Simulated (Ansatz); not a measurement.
**Optical response of SrCl2**

Wanted: where SrCl2 starts to absorb, how strongly, and its refractive index.

Program: Ansatz 0.2.0. Level of theory: DFT, PBE, plane-wave PAW, default files, scalar-relativistic, independent-particle optical response without local fields. Results are calculated unless marked as measured.

### Step 1. The starting structure

The structure is cubic, space group Fm-3m (No. 225). Conventional cell: a = 6.977 Å, b = 6.977 Å, c = 6.977 Å, α = 90.00°, β = 90.00°, γ = 90.00°. Nearest to Sr lie 8 Cl at 3.02 Å. Nearest to Cl lie 4 Sr at 3.02 Å. Farther neighbours and most contacts between anions are not listed.

Coordinates:

```cif
data_structure
_symmetry_space_group_name_H-M 'Fm-3m'
_symmetry_Int_Tables_number 225
_cell_length_a 6.9767
_cell_length_b 6.9767
_cell_length_c 6.9767
_cell_angle_alpha 90.000
_cell_angle_beta 90.000
_cell_angle_gamma 90.000
_cell_volume 339.59
loop_
_atom_site_label
_atom_site_type_symbol
_atom_site_symmetry_multiplicity
_atom_site_Wyckoff_symbol
_atom_site_fract_x
_atom_site_fract_y
_atom_site_fract_z
_atom_site_occupancy
Sr1 Sr 4 a 0.00000 0.00000 0.00000 1
Cl1 Cl 8 c 0.25000 0.25000 0.75000 1
```

### Step 2. Ground state and bands

First the ground state: is it a metal or has it a gap?

This step: DFT, PBE, plane-wave PAW, default files, scalar-relativistic, ground state (Ansatz 0.2.0).

input.yaml reads:

```yaml
crystal:
  lattice:
    - [0.0, 3.48835, 3.48835]
    - [3.48835, 0.0, 3.48835]
    - [3.48835, 3.48835, 0.0]
  atoms:
    - { symbol: Sr, position: [0.0, 0.0, 0.0] }
    - { symbol: Cl, position: [0.75, 0.75, 0.75] }
    - { symbol: Cl, position: [0.25, 0.25, 0.25] }
kpoints:
  mp_grid: { grid: [6, 6, 6] }
  band_path:
    path:
      - [[0.0, 0.0, 0.0], [0.5, 0.0, 0.5], [0.5, 0.25, 0.75], [0.375, 0.375, 0.75], [0.0, 0.0, 0.0], [0.5, 0.5, 0.5], [0.625, 0.25, 0.625], [0.5, 0.25, 0.75], [0.5, 0.5, 0.5], [0.375, 0.375, 0.75]]
      - [[0.625, 0.25, 0.625], [0.5, 0.0, 0.5]]
    npoints: 6
scf:
  occupations: { method: fermi_dirac, width: 0.05 }
  n_extra_bands: 7
hamiltonian:
  xc: pbe
  pseudopotentials: { kind: paw }
output:
  forces: true
  stress: true
  populations: true
  write_bands: true
  write_density: true
  write_potential: true
  elf: true
  volumetric_format: npy
```

Started as:

```sh
> ansatz run input.yaml --threads 4 --pin off --max-ram 8192MiB --backend cpu --events-out ev --progress --plain --runs-dir out
```

Numbers of over 12 decimals in the logs are rounded to 6 here.

The program printed:

```text
scf.n_extra_bands = 7 over 12 filled bands (N_el = 24.0): the run solves 19 bands
Engine: ansatz 0.2.0, x86_64-unknown-linux-gnu
Pseudopotentials: kind: paw
Pseudopotential: Sr, paw, valence charge 10, recommended cutoff 420 eV (normal), Sr.paw.azcp
Pseudopotential: Cl, paw, valence charge 7, recommended cutoff 420 eV (normal), Cl.paw.azcp
Functional definition: PBE
  parameter kappa = 0.804
  parameter beta = 0.066725
  exchange = pbe_x(kappa = kappa, mu = beta*pi^2/3)
  correlation = pbe_c(beta = beta)
Crystal: 3 atoms, lattice volume = 84.897 Å³
Basis set: ecut = 420 eV, 1639 PW (Γ), exchange–correlation on 72×72×72 points (8 copies of the dense FFT grid, shifted against one another)
Bands: 19, of which v1, the nominal top of the filled ones, is band 12 counted from 1 (11 counted from 0)
Symmetry: 48 space group operations
Space group: Fm-3m (ITA 225), of the structure as read, at distance tolerance 4.4e-5 Å
k-points: 16 of 216
Non-local potential: Sr, projectors of the file, l = 0: 3, l = 1: 2, l = 2: 2
Non-local potential: Cl, projectors of the file, l = 0: 2, l = 1: 2, l = 2: 2
PAW form: soft (Blöchl's): semilocal exchange-correlation on the pseudo side does not see the compensation charge
PAW one-centre angular grid: Sr, 110 points (default); XC on 64 Gauss nodes
PAW one-centre angular grid: Cl, 110 points (default); XC on 64 Gauss nodes
Initial density: superposition of atomic densities (neutral atoms: chi_scale 0, normalization atom), corrected by the library's trained network
Initial wavefunctions: pseudopotential atomic-orbital guess
Functional: x = pbe(κ = 0.804, μ = 0.219515), c = pbe(β = 0.066725)
SCF iter   1: F=—  HF=-5710.723824 eV  |F-HF|=—  |Δ(HF+E_count)|=         —  Δρ=3.36e-4  dr2=5.29e-5  ethr=1.77e-3  ⟨swp⟩=10.6  Hψ=2252  notcnv=0
preconditioner: auto → none  [insulator: Δε(μ)=5.343 eV  Ē_g=14.893 eV  σ=0.050 eV  W_gap=1.00  n_scr=14 (ndim 8)  ℏωp=18.9 eV  f_vac=0.093  D(μ)=0.00/eV (n_scr^D=0)  ε∞_Penn≈2.6]
SCF iter   2: F=—  HF=-5710.724785 eV  |F-HF|=—  |Δ(HF+E_count)|=   9.61e-4  Δρ=1.78e-4  dr2=1.10e-5  ethr=2.20e-7  ⟨swp⟩=3.8  Hψ=829  notcnv=0  defer=1
SCF iter   3: F=—  HF=-5710.724823 eV  |F-HF|=—  |Δ(HF+E_count)|=   3.81e-5  Δρ=8.74e-5  dr2=2.12e-6  ethr=4.60e-8  ⟨swp⟩=2.8  Hψ=465  notcnv=0  defer=1
SCF iter   4: F=—  HF=-5710.724844 eV  |F-HF|=—  |Δ(HF+E_count)|=   2.14e-5  Δρ=3.70e-5  dr2=3.83e-7  ethr=8.83e-9  ⟨swp⟩=2.0  Hψ=453  notcnv=0  defer=1
iter 5 did not close the SCF: its close was put off for the readings that it lacked (scf_convergence_deferred on its scf_iter line)
SCF iter   5: F=-5710.724850 eV  HF=-5710.724850 eV  |F-HF|=4.01e-7  |Δ(HF+E_count)|=   5.73e-6  Δρ=1.15e-5  dr2=5.98e-8  ethr=1.60e-9  ⟨swp⟩=2.0  Hψ=454  notcnv=0  defer=1
SCF iter   6: F=-5710.724850 eV  HF=-5710.724850 eV  |F-HF|=9.96e-9  |Δ(HF+E_count)|=   4.51e-7  Δρ=3.88e-6  dr2=8.32e-9  ethr=2.49e-10  ⟨swp⟩=11.1  Hψ=2273  notcnv=0
SCF 1 converged in 6 iterations: F = -5710.724850 eV  dr2 = 8.32e-9
  greatest PAW one-centre occupation: 0.986 electrons in one spin orbital (limit 2), on the Sr atom at site 0 (counted from 0), in its partial waves of l = 0
NSCF: frozen V_eff on 62 k-points
SCF converged after 6 iterations
Free energy (F): -5710.724850 eV
Harris-Foulkes:  -5710.724850 eV  (|F-HF|=9.96e-9)
Internal energy: -5710.724850 eV  (E = F + TS)
E sigma→0 (E₀):  -5710.724850 eV
Fermi energy:    5.815621 eV
--- Per-component energies (eV) ---
  E_band       = -146.971147
  E_kinetic    = 568.635430
  E_local      = -1182.082876  (includes V_loc(G=0)·N_el)
  E_nonlocal   = 258.820419
  E_hartree    = 325.117218
  E_xc         = -389.085226
  E_vxc        = -408.033486  (∫ρ·V_xc dr)
  E_paw        = -4013.362358  (= ΣΔE_a)
  E_vpaw       = -34.545775  (= ΣTr[D̂ρ^β])
  E_aug_tail   = 0.000179  (compensation charges beyond the density's cutoff)
  E_ewald      = -1278.767635
  E_smearing   = -0.000000  (= −TS)
  E_closure    = -0.000000  (closes the sum)
  Σ components = -5710.724850   (vs F -5710.724850, Δ=0.00e0)
--- Forces (eV/Å), atoms counted from 1 ---
  atom   1  Sr    -0.00000000     0.00000000    -0.00000000
  atom   2  Cl     0.00000000     0.00000000     0.00000000
  atom   3  Cl    -0.00000000    -0.00000000     0.00000000
  max |Σ_I F_I| component: 5.78e-19 eV/Å
--- Stress (GPa, compression-positive) ---
        0.988057      -0.000000       0.000000
        0.000000       0.988057      -0.000000
       -0.000000      -0.000000       0.988057
  P = ⅓ Tr σ = 0.9881 GPa (9.881 kbar)
--- Band table (eV; the first three rows and the last of 16) ---
  k-point 0: bands = [... 8 lower, 0.9810, 2.7647, 2.7647, 2.7647, 8.4421, 9.2017, 9.2017, 12.0709, ... 3 higher]
  k-point 1: bands = [... 8 lower, 1.1656, 2.4552, 2.6165, 2.6165, 9.0331, 9.4098, 9.4098, 11.1007, ... 3 higher]
  k-point 2: bands = [... 8 lower, 1.5164, 1.9375, 2.2875, 2.2875, 9.7327, 9.7327, 9.9356, 11.1038, ... 3 higher]
  k-point 15: bands = [... 8 lower, 1.5464, 2.2741, 2.7621, 3.0289, 9.0684, 10.2133, 10.3682, 10.5314, ... 3 higher]
--- Löwdin populations: 3 sites ---
  site symbol       q [e]
     0     Sr      8.3504
     1     Cl      7.7294
     2     Cl      7.7294
  spilling = 0.007956 (of n_electrons = 24.000000)
```

It took 1.8 s on 4 threads of Intel Xeon Platinum 8559C (Emerald Rapids), shared host; peak memory 0.44 GiB; 3.5 s of CPU time.

Reading the cycles: dr2 is the Hartree energy of the density residual (eV), the measure of convergence; HF is the Harris–Foulkes estimate of the energy, which meets the free energy F at convergence.

Numbers from this step:

* free energy: -5710.7249 eV
* Fermi energy: 5.816 eV
* gap by band count: 5.343 eV
* electrons: 24
* symmetry operations: 48
* pressure: 0.9881 GPa
* gap on the k-mesh: 5.343 eV
* volume: 84.90 Å³
* gap on the path: 5.343 eV
* least direct gap on the path: 5.508 eV

There is a gap, 5.34 eV on the path, so no carriers' term is needed. The cell is left with a pressure of 1.0 GPa, as it stands unrelaxed at this level.

Electronic bands along the path, in eV, zero at the Fermi level; v1 is the highest filled band, c1 the lowest empty one:

| point | v4 | v3 | v2 | v1 | c1 | c2 | c3 | c4 |
| --- | --- | --- | --- | --- | --- | --- | --- | --- |
| Γ | -4.83 | -3.05 | -3.05 | -3.05 | 2.63 | 3.39 | 3.39 | 6.25 |
| halfway | -4.43 | -3.91 | -3.04 | -3.04 | 3.34 | 3.95 | 4.08 | 5.37 |
| X | -4.59 | -3.11 | -3.11 | -2.72 | 2.79 | 4.33 | 4.91 | 5.30 |
| halfway | -4.40 | -3.37 | -3.08 | -2.76 | 3.07 | 4.37 | 4.71 | 4.86 |
| W | -3.92 | -3.92 | -3.02 | -2.82 | 3.52 | 4.30 | 4.51 | 4.51 |
| halfway | -4.21 | -3.64 | -3.10 | -2.83 | 3.36 | 4.44 | 4.47 | 4.72 |
| K | -4.43 | -3.43 | -3.25 | -2.83 | 3.24 | 4.42 | 4.63 | 4.88 |
| halfway | -4.15 | -4.03 | -3.68 | -3.01 | 3.66 | 3.94 | 4.00 | 5.37 |
| Γ | -4.83 | -3.05 | -3.05 | -3.05 | 2.63 | 3.39 | 3.39 | 6.25 |
| halfway | -4.47 | -3.63 | -3.35 | -3.35 | 3.74 | 3.77 | 3.77 | 5.06 |
| L | -4.21 | -4.03 | -3.76 | -3.76 | 4.01 | 4.01 | 4.81 | 5.13 |
| halfway | -4.31 | -3.67 | -3.54 | -3.25 | 3.62 | 4.23 | 4.70 | 5.09 |
| U | -4.43 | -3.43 | -3.25 | -2.83 | 3.24 | 4.42 | 4.63 | 4.88 |
| halfway | -4.21 | -3.64 | -3.10 | -2.83 | 3.36 | 4.44 | 4.47 | 4.72 |
| W | -3.92 | -3.92 | -3.02 | -2.82 | 3.52 | 4.30 | 4.51 | 4.51 |
| halfway | -4.11 | -3.86 | -3.27 | -3.25 | 3.61 | 4.22 | 4.68 | 5.01 |
| L | -4.21 | -4.03 | -3.76 | -3.76 | 4.01 | 4.01 | 4.81 | 5.13 |
| halfway | -4.31 | -3.67 | -3.54 | -3.25 | 3.62 | 4.23 | 4.70 | 5.09 |
| K | -4.43 | -3.43 | -3.25 | -2.83 | 3.24 | 4.42 | 4.63 | 4.88 |
| jump to U | -4.43 | -3.43 | -3.25 | -2.83 | 3.24 | 4.42 | 4.63 | 4.88 |
| halfway | -4.55 | -3.20 | -3.15 | -2.74 | 2.93 | 4.35 | 4.83 | 5.03 |
| X | -4.59 | -3.11 | -3.11 | -2.72 | 2.79 | 4.33 | 4.91 | 5.30 |

Valence density in the ac plane of a cell with a along [110], b along [-110] and c along [001] of the cube at fractional y = 0.000, with atoms of Sr and Cl within 0.2 Å of it. It is the smooth field of the valence electrons, not physical close to the nuclei.

Ten even steps from '0' (0.0 e/Å³) to '9' (2.5 e/Å³), each cell a mean:
```
8941000000027989410000000279
8520001110013785200011100137
2100124431001221001244310012
0000256563100000002565631000
0000263164100000002631641000
0000256563100000002565631000
0000124531000000001245310000
0000001110000000000011100000
0000000000000000000000000000
0000000000000000000000000000
0000000000000000000000000000
0000012220000000000122200000
0000136652000000001366520000
0000254263100000002542631000
0000264264100000002642641000
0000146652000000001466520000
4310012321002443100123210024
9830000000015998300000000159
6951000000028869510000000288
```

ELF in the ac plane of a cell with a along [110], b along [-110] and c along [001] of the cube at fractional y = 0.000, with atoms of Sr and Cl within 0.2 Å of it. It is the smooth field of the valence electrons, not physical close to the nuclei.

Ten even steps from '_' (0.00) to '@' (0.87), each cell a mean:
```
==%%@@--__..::::::....##@@**==%%@@--__..::::::....##@@**
@@@@**..::**%%%%##++..==%%@@@@@@**..::**%%%%##++..==%%@@
##++::::##@@@@@@@@%%==..==####++::::##@@@@@@@@%%==..==##
..__..++@@@@%%##@@@@##::__....__..++@@@@%%##@@@@##::__..
____::**@@@@**==%%@@%%==________::**@@@@**==%%@@%%==____
____::**@@@@%%##@@@@%%==________::**@@@@%%##@@@@%%==____
____..++%%@@@@@@@@@@**--________..++%%@@@@@@@@@@**--____
______::++##%%%%%%**==..__________::++##%%%%%%**==..____
________..::----::..________________..::----::..________
____________....________________________....____________
______..--==++**++==::____________..--==++**++==::______
____..==##%%@@@@@@%%++::________..==##%%@@@@@@%%++::____
____::**%%@@@@@@@@@@##--________::**%%@@@@@@@@@@##--____
____::**@@@@##++%%@@%%==________::**@@@@##++%%@@%%==____
____..**@@@@**++%%@@%%--________..**@@@@**++%%@@%%--____
==::..--%%@@@@@@@@@@**....--==::..--%%@@@@@@@@@@**....--
@@%%==..++%%@@@@@@##::::**@@@@%%==..++%%@@@@@@##::::**@@
##@@%%::..==****++::..++@@%%##@@%%::..==****++::..++@@%%
::##@@==____....____..##@@==::##@@==____....____..##@@==
```

(Continued in part 2 of 2.)

[Logs are printed without paths, hosts, clocks, repeated set-up lines and the standing remarks that a program may print on its own settings, such as how far it seeks lower states.]

[Hosts, paths, dates, database ids (printed as entryN), source tags and the programs' standing remarks are cut or masked in the printed files.]
